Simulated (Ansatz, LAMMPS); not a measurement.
# Molecular dynamics of glassy 78SiO2-6Li2O-6CaO-6SrO-3SnO2 (mol %) (92 atoms)

Aim: follow glassy 78SiO2-6Li2O-6CaO-6SrO-3SnO2 (mol %) (92 atoms) for a short time with forces from DFT, then look at structure and electrons in the last frame.

Method: Kohn-Sham DFT, PBE, PAW (set soft_2), plane waves, in Ansatz 0.2.0.

## (1) The starting structure

The cell holds 92 atoms: 25 Si, 4 Li, 2 Ca, 2 Sr, 1 Sn and 58 O. Cell: a = 10.789 Å, b = 10.789 Å, c = 10.789 Å, α = 90.0°, β = 90.0°, γ = 90.0°. 92 atoms (25 Si, 4 Li, 2 Ca, 2 Sr, 1 Sn, 58 O) placed at random at 2.57 g/cm³, melted at 4000 K for 10 ps at fixed volume with the Morse and Coulomb pair potential with partial charges (Pedone, Malavasi, Menziani, Cormack and Segre, J. Phys. Chem. B 110, 11780 (2006)). Quenched from 4000 K to 300 K at 10 K/ps and fixed volume, held 10 ps at zero pressure.

What the set-up can't give: The quench rate of 10 K/ps is orders of magnitude faster than experiment, which tends to freeze in extra defects. The starting topology of bonds comes from the classical model, and needn't be the one that DFT or experiment would give. Sampling is at Γ alone, for a cell whose shortest periodic width is 11 Å.

## (2) Single point at the start

A single point comes first, to see the forces before anything moves.

Input file input.yaml:

```yaml
crystal:
  lattice:
    - [10.78874, 0.0, 0.0]
    - [0.0, 10.78874, 0.0]
    - [0.0, 0.0, 10.78874]
  atoms:
    - { symbol: Si, position: [0.90194, 0.14834, 0.47727] }
    - { symbol: Si, position: [0.70661, 0.25258, 0.28925] }
    - { symbol: Si, position: [0.57611, 0.194, 0.04006] }
    - { symbol: Si, position: [0.84461, 0.67084, 0.48695] }
    [... 82 atom lines left out ...]
    - { symbol: O, position: [0.35583, 0.45162, 0.63074] }
    - { symbol: O, position: [0.28187, 0.26227, 0.76186] }
    - { symbol: O, position: [0.12486, 0.82438, 0.49926] }
    - { symbol: O, position: [0.88863, 0.23301, 0.60128] }
    - { symbol: O, position: [0.11259, 0.85254, 0.18213] }
    - { symbol: O, position: [0.58644, 0.86344, 0.55438] }
kpoints:
  mp_grid: { grid: [1, 1, 1] }
hamiltonian:
  xc: pbe
scf:
  occupations: { method: gaussian, width: 0.05 }
output:
  forces: true
```

Started as:

```
> ansatz run input.yaml --threads 4 --pin off --max-ram 8192MiB --backend cpu --events-out ev --progress --plain --runs-dir out
```

It took 11 s on 4 threads of Arm Neoverse V2, shared host; peak memory 1.6 GiB.

Read from the output:

```yaml
free_energy: -66465.2402 eV
free_energy_per_atom: -722.4483 eV/atom
scf_cycles: 9
r_m_s_force_component: 1.365 eV/Å
longest_force: 5.8 eV/Å
fermi_energy: 5.675 eV
```

The r.m.s. force component of 1.4 eV/Å sets the starting point.

Length of the force by element:

```csv
element,coordination,atoms,mean length of the force (eV/Å),spread,least,most
Ca,all,2,0.738,0.297,0.441,1.04
Li,all,4,0.648,0.220,0.359,0.974
O,all,58,1.95,0.928,0.348,4.72
Si,all,25,2.79,1.26,1.03,5.80
Sn,all,1,2.29,0,2.29,2.29
Sr,all,2,0.899,0.473,0.427,1.37
```

## (3) Dynamics at 900 K

A Nosé–Hoover thermostat steers the temperature while disturbing the dynamics little. The time step is 1.0 fs.

input.yaml: that of step 2 with these lines changed.

```diff
@@ -15 +15,8 @@
   forces: true
+md:
+  timestep: 1.0
+  n_steps: 314
+  ensemble: nvt_nose_hoover
+  temperature: 900
+  initial_velocities: maxwell_boltzmann
+  seed: 584
```

The job ended after 33 min (4 threads; peak memory 1.7 GiB; 2.1 h of CPU time).

The program notes that it switched symmetry off.

Rows from the run:

```csv
time (fs),T (K),potential (meV/atom),conserved (meV/atom)
0.0,900,0.0,0.00
21.0,852,6.5,0.04
42.0,776,17.1,0.06
63.0,748,22.8,0.10
84.0,867,11.2,0.05
105.0,784,26.3,0.12
126.0,950,10.7,0.04
147.0,947,15.8,0.03
167.0,944,19.9,0.09
188.0,882,30.4,0.11
209.0,876,32.7,0.07
230.0,846,37.3,0.14
251.0,947,25.0,0.10
272.0,886,32.9,0.15
293.0,878,33.8,0.13
314.0,899,30.7,0.12
```

Mean square displacement from the first frame to the last: Si 0.079 Å², Li 0.25 Å², Ca 0.19 Å², Sr 0.92 Å², Sn 0.086 Å², O 0.14 Å².

Mean square displacement against time lag:

```csv
time lag (fs),Ca (Å²),Li (Å²),O (Å²),Si (Å²),Sn (Å²),Sr (Å²)
1.0,4.9e-5,3.0e-4,1.3e-4,8.4e-5,1.1e-5,2.8e-5
7.0,0.00241,0.0142,0.00627,0.00385,5.1e-4,0.00139
14.0,0.00939,0.0529,0.0216,0.0129,0.00189,0.00554
27.0,0.0322,0.156,0.0555,0.0289,0.00610,0.0203
33.0,0.0457,0.201,0.0714,0.0343,0.00853,0.0300
40.0,0.0627,0.243,0.0906,0.0402,0.0116,0.0436
46.0,0.0778,0.268,0.106,0.0457,0.0144,0.0570
53.0,0.0949,0.283,0.121,0.0522,0.0178,0.0746
66.0,0.122,0.284,0.142,0.0646,0.0241,0.112
72.0,0.131,0.278,0.153,0.0705,0.0270,0.131
79.0,0.140,0.270,0.167,0.0772,0.0304,0.155
85.0,0.144,0.266,0.178,0.0823,0.0331,0.176
92.0,0.147,0.263,0.190,0.0878,0.0360,0.202
105.0,0.147,0.267,0.209,0.0987,0.0404,0.252
111.0,0.145,0.272,0.217,0.104,0.0418,0.276
118.0,0.141,0.281,0.226,0.108,0.0428,0.305
124.0,0.137,0.289,0.232,0.112,0.0433,0.329
131.0,0.131,0.299,0.238,0.116,0.0435,0.357
144.0,0.119,0.312,0.249,0.123,0.0439,0.408
150.0,0.112,0.315,0.254,0.126,0.0443,0.430
157.0,0.105,0.317,0.258,0.129,0.0450,0.456
```

Over the second half of 314 fs the temperature averages 924 K with swings of 39 K r.m.s. The conserved energy stays within 0.17 meV/atom. From first frame to last Sr has the largest mean square displacement, 0.92 Å² at the end; the farthest move is 1.34 Å. The run spans 0.31 ps, too short for its means to be equilibrium values.

## (4) Distances and neighbours late in the run

The g(r) is a mean over the second half; what follows it is taken at the last frame.

Bonds before and after, by the cutoffs listed below:

```csv
pair,bonds before,bonds after,mean before (Å),mean after (Å),spread before (Å),spread after (Å)
O-Si,100,100,1.615,1.645,0.048,0.064
O-Li,19,20,2.162,2.174,0.180,0.275
O-Sn,5,5,2.012,2.066,0.025,0.174
```

Density 2.69 g/cm³, 13.65 Å³ an atom.

Mean of 14 frames. g(r), total and by pair (bins of 0.2 Å):

```csv
r (Å),total,O-O,O-Si,O-Li,O-Ca,O-Sr,O-Sn
1.40,0.03,0.00,0.09,0.00,0.00,0.00,0.00
1.60,3.54,0.00,10.30,0.29,0.00,0.00,0.00
1.80,0.93,0.00,2.35,1.96,0.00,0.00,0.90
2.00,0.28,0.00,0.05,2.87,0.51,0.00,6.42
2.20,0.21,0.01,0.01,1.67,2.48,0.36,2.48
2.40,0.51,0.67,0.00,1.56,2.40,2.45,0.43
2.60,1.50,3.31,0.02,0.96,1.37,1.60,0.00
2.80,1.30,2.67,0.06,0.84,1.03,1.34,0.00
3.00,0.81,0.81,0.25,0.40,0.34,0.78,0.00
3.20,0.90,0.76,0.55,0.78,0.47,0.87,0.72
3.40,0.87,0.70,0.97,1.10,0.74,0.95,0.58
3.60,0.94,0.72,1.27,1.00,0.73,1.02,0.65
3.80,1.02,0.65,1.47,1.52,0.59,1.09,1.16
4.00,1.10,0.65,1.75,1.34,0.75,0.90,1.48
4.20,1.16,0.70,1.83,1.42,1.17,0.74,1.59
4.40,1.01,0.84,1.11,1.33,1.52,1.05,1.04
4.60,1.02,1.20,0.73,1.07,1.52,1.00,1.21
4.80,1.04,1.39,0.63,0.73,1.16,1.15,0.75
5.00,1.06,1.38,0.71,0.75,1.11,1.44,0.76
5.20,1.04,1.27,0.78,0.84,0.89,1.00,0.92
```

Bonds by pair of elements; cutoffs follow the first minimum of g(r), held within bounds set by covalent radii, and pairs that aren't listed don't count as bonded (cutoffs were set anew for this text, so counts can differ from the run's own analysis):

```csv
pair A-B,cutoff (Å),bonds,mean length (Å),spread (Å),shortest (Å),B about A,A about B
O-Si,2.16,100,1.65,0.064,1.50,1.72,4
O-Li,2.58,20,2.17,0.275,1.56,0.345,5
O-Ca,2.83,9,2.37,0.151,2.06,0.155,4.5
O-Sr,3.05,13,2.73,0.225,2.38,0.224,6.5
O-Sn,2.73,5,2.07,0.174,1.95,0.086,5
```

The cutoffs for O-Ca and O-Sr fall short of the minimum of g(r), so counts run low and odd coordinations can be artefacts.

How many atoms have how many bonded neighbours:

```csv
element,mean,2,3,4,5,6,8
Ca,4.5,0,0,1,1,0,0
Li,5,0,0,1,2,1,0
O,2.53,30,25,3,0,0,0
Si,4,0,0,25,0,0,0
Sn,5,0,0,0,1,0,0
Sr,6.5,0,0,0,1,0,1
```

Bond angles (no mean is given where the spread exceeds 20°):

```csv
angle,count,mean (°),spread (°)
O-Si-O,150,109,8.1
Si-O-Si,42,138,13.1
O-Li-O,41,-,-
O-Sr-O,38,-,-
Li-O-Si,30,-,-
```

Oxygen atoms by the number of network formers (Si, P, Ge, B, Al, As, Ga) bound to them:

```csv
network formers bound to O,O atoms,per cent
0,0,0
1,16,27.6
2,42,72.4
```

Network units: each former by its oxygen neighbours and how many of them bridge to another former:

```csv
former,O neighbours,bridging O,atoms
Si,4,2,4
Si,4,3,8
Si,4,4,13
```

Bond length by coordination (bonds to H left out):

```csv
element,coordination,atoms,mean bond length (Å)
Ca,4,1,2.38
Ca,5,1,2.35
Li,4,1,2.16
Li,5,2,2.17
Li,6,1,2.19
O,2,30,1.67
O,3,25,2.02
O,4,3,1.94
Sr,5,1,2.65
Sr,8,1,2.78
```

Rings of the network by King's shortest-path rule, up to 12 atoms, one path for each pair of neighbours; H, halogens, alkali and alkaline-earth atoms are left out, and the last column divides by all other atoms, bonded or not:

```csv
ring size (atoms),rings,per network atom
8,2,0.024
10,9,0.107
12,10,0.119
```

The O-Si-O angle averages 109° with a spread of 8°. Counting bonds to Si alone, not to Sn, 72 % of the oxygens join two of these atoms and 28 % one. The commonest Si unit has 4 oxygens, 4 of them shared with other formers (13 of 25 atoms). Rings of 12 atoms are the most common (48 % of those counted); sizes run from 8 to 12, where the search stops.

## (5) Single point at the last frame

The last frame is solved again with fuller output, to read the electronic structure of a thermally displaced geometry.

Input file input.yaml:

```yaml
crystal:
  lattice:
    - [10.78874, 0.0, 0.0]
    - [0.0, 10.78874, 0.0]
    - [0.0, 0.0, 10.78874]
  atoms:
    - { symbol: Si, position: [0.92487, 0.15765, 0.46637] }
    - { symbol: Si, position: [0.70252, 0.2591, 0.27946] }
    - { symbol: Si, position: [0.56108, 0.17146, 0.07731] }
    - { symbol: Si, position: [0.85519, 0.69843, 0.4976] }
    [... 82 atom lines left out ...]
    - { symbol: O, position: [0.37601, 0.44206, 0.63556] }
    - { symbol: O, position: [0.26806, 0.24921, 0.75294] }
    - { symbol: O, position: [0.13114, 0.83093, 0.48666] }
    - { symbol: O, position: [0.91305, 0.25811, 0.5798] }
    - { symbol: O, position: [0.09103, 0.84233, 0.18463] }
    - { symbol: O, position: [0.59445, 0.86994, 0.56256] }
kpoints:
  mp_grid: { grid: [1, 1, 1] }
hamiltonian:
  xc: pbe
scf:
  occupations: { method: gaussian, width: 0.05 }
output:
  forces: true
  stress: true
  populations: true
  dos:
    method: { smearing: { sigma: 0.1 } }
    de: 0.1
    projected: { site_lists: { Ca: [Ca], Li: [Li], O: [O], Si: [Si], Sn: [Sn] } }
  eigenvalues: true
  write_density: true
  write_potential: true
  volumetric_format: npy
```

Elapsed: 19 s, on 4 threads; peak memory 1.6 GiB; 73 s of CPU time.

The program notes that the exchange-correlation potential is rough where the density is thin.

Read from the output:

* free energy: -66462.4187 eV
* free energy per atom: -722.4176 eV/atom
* SCF cycles: 9
* pressure: 1.859 GPa
* r.m.s. force component: 1.549 eV/Å
* longest force: 7.276 eV/Å
* Fermi energy: 5.542 eV
* gap (highest filled to lowest empty level): 2.483 eV
* spilling of the projection: 0.0131

Length of the force by element:

```csv
element,coordination,atoms,mean length of the force (eV/Å),spread,least,most
Ca,all,2,1.37,0.469,0.905,1.84
Li,all,4,1.33,0.967,0.536,2.98
O,all,58,2.02,0.981,0.491,4.92
Si,all,25,3.41,1.54,1.50,7.28
Sn,all,1,1.68,0,1.68,1.68
Sr,all,2,1.01,0.238,0.771,1.25
```

Löwdin charges by element (they lack the spilled electrons, 0.073 e an atom on average):

```csv
element,coordination,atoms,mean charge (e),spread,least,most
Ca,all,2,1.77,0.0017,1.77,1.77
Li,all,4,0.806,0.0123,0.794,0.819
O,all,58,-0.829,0.0753,-1.03,-0.734
Si,all,25,1.71,0.0472,1.62,1.81
Sn,all,1,1.79,0,1.79,1.79
Sr,all,2,1.81,0.0094,1.80,1.82
```

Density of states as counts of states in windows of 1 eV (from the Fermi level), total and the larger projections:

```csv
from (eV),to (eV),total,O p,Si p,O s
-18,-17,8.0,0.1,0.4,2.5
-17,-16,8.0,0.2,0.2,1.2
-16,-13,0.0,0.0,0.0,0.0
-13,-12,2.9,1.9,0.1,0.1
-12,-11,10.9,7.3,0.6,0.4
-11,-10,13.6,9.3,1.2,0.6
-10,-9,16.9,12.0,2.2,0.6
-9,-8,23.1,17.3,4.1,0.5
-8,-7,32.6,25.5,4.9,1.0
-7,-6,34.5,28.5,3.0,1.4
-6,-5,55.4,48.5,3.1,1.8
-5,-4,61.4,56.5,1.9,1.1
-4,-3,54.8,51.5,1.3,0.6
-3,-2,33.3,31.5,0.8,0.2
-2,-1,8.5,8.0,0.2,0.1
-1,1,0.0,0.0,0.0,0.0
1,2,2.0,0.4,0.1,0.4
2,3,3.9,0.6,0.6,0.6
3,4,13.8,1.8,3.2,1.6
4,5,29.2,2.9,7.6,2.5
```

Between -26 and -18 eV lie 134 more states.

Not all projections were asked for or kept, so they needn't add up to the total.

The levels nearest the highest filled one (over half full), pooled over k-points and spins:

```csv
level less the highest filled one (eV),occupation
-1.01,2
-0.832,2
-0.348,2
-0.301,2
-0.0923,2
0,2
2.48,0
3.37,0
4.09,0
4.40,0
4.58,0
4.83,0
```

Mean Löwdin charges: Ca +1.77, Li +0.81, O -0.83, Si +1.71, Sn +1.79, Sr +1.81 e (they miss 1.3 % of the electrons, so they add up to more than the cell's charge).

## (6) Summary of results

| Quantity | Value |
| --- | --- |
| mean temperature, second half | 924 K |
| temperature swing, second half | 39.19 K |
| slope of the conserved energy against time, by least squares | 0.1913 meV/atom/ps |
| free energy per atom | -722.4176 eV/atom |
| pressure | 1.859 GPa |
| r.m.s. force component | 1.549 eV/Å |
| gap (highest filled to lowest empty level) | 2.483 eV |
| wall time of the 3 DFT runs | 34 min |

Over the second half of 314 fs the temperature averages 924 K with swings of 39 K r.m.s. The conserved energy stays within 0.17 meV/atom. The run spans 0.31 ps, too short for its means to be equilibrium values. Counting bonds to Si alone, not to Sn, 72 % of the oxygens join two of these atoms and 28 % one. Between filled and empty levels lie 2.48 eV (at Γ alone); a semilocal functional tends to put such gaps too low. In a disordered cell it changes from sample to sample, and tail or defect levels can set it.

**Limits.** The stress is far from hydrostatic: its diagonal is 3.5, -1.3, 3.4 GPa, compression counted positive. The pressure of 1.9 GPa is that of one thermal frame at a volume set beforehand, without the kinetic term.

[Logs are printed without paths, hosts, clocks, repeated set-up lines and the standing remarks that a program may print on its own settings, such as how far it seeks lower states.]

[Hosts, paths, dates, database ids (printed as entryN), source tags and the programs' standing remarks are cut or masked in the printed files.]
